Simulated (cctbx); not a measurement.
# Which space group?

Cell: a = 7.0690 Å, b = 7.0690 Å, c = 3.6170 Å, α = 90.00°, β = 90.00°, γ = 120.00°. Expected content of the cell: Ag1 Co3 P4 Mg3.

Simulated single-crystal data (cctbx): Mo Kα, λ = 0.71073 Å, to d = 0.77 Å, 70 % of the full sphere, strongest reflection 40000 counts, noise from counting, a 6 % proportional error and a noise floor of 2 counts (s.d.); no absorption.

Tests on the unmerged data give:

```text
1012 reflections to d = 0.771 A
centring   violations  <I/sigma> of those
    A        529 of   529     14.8
    B        511 of   511     14.8
    C        504 of   504     15.0
    I        521 of   521     14.8
    R        678 of   678     15.0
    F        772 of   772     14.8
Laue class    unique    Rint  (classes that these axes allow; Friedel mates merged)
P -1              661   0.042
P 1 1 2/m         408   0.045
P -3              241   0.051
P -3 1 m          141   0.054
P -3 m 1          152   0.053
P 6/m             142   0.053
P 6/m m m          97   0.054
space group    extra absences  I>4sigma  <I/sigma>
P 6 2 2                 0          0         -  acentric
P 6 m m                 0          0         -  acentric
P -6 m 2                0          0         -  acentric
P -6 2 m                0          0         -  acentric
P 6/m m m               0          0         -  centric
Wilson B = 0.38 A^2   <|E^2-1|> = 0.565 (0.968 centric, 0.736 acentric)   E^2>4: 0.0 %
shell (A)         n   <I/sigma>
 6.12 - 1.54     19     34.1
 1.54 - 1.22     11     46.9
 1.22 - 1.07     14     41.6
 1.07 - 0.97     11     35.8
 0.97 - 0.90      8     46.3
 0.90 - 0.85     15     37.0
 0.85 - 0.81      8     42.9
 0.81 - 0.77     11     38.8
```

**Question.** What are the lattice type, the Laue class and the likely space group?

Every centring test has many violations, so the lattice is primitive.

Rint stays low (0.042 to 0.054) up to P 6/m m m, the highest class in these axes.

5 settings pass the absence test. No glide or screw absences show, which leaves P 6 2 2, P 6 m m, P -6 m 2, P -6 2 m and P 6/m m m.

⟨|E²−1|⟩ = 0.565 leans to a non-centrosymmetric structure, or to twinning, which lowers it. The Wilson B of 0.38 Å² means U ≈ 0.0048 Å².

The true group is P-6m2 (no. 187), Laue class 6/mmm, non-centrosymmetric. The tables only narrow the choice to the tied entries; cell content, site symmetry and trial solutions must settle it.

This is a model crystal, built by substitution and not relaxed, with assumed displacement parameters.

[Logs are printed without paths, hosts, clocks, repeated set-up lines and the standing remarks that a program may print on its own settings, such as how far it seeks lower states.]
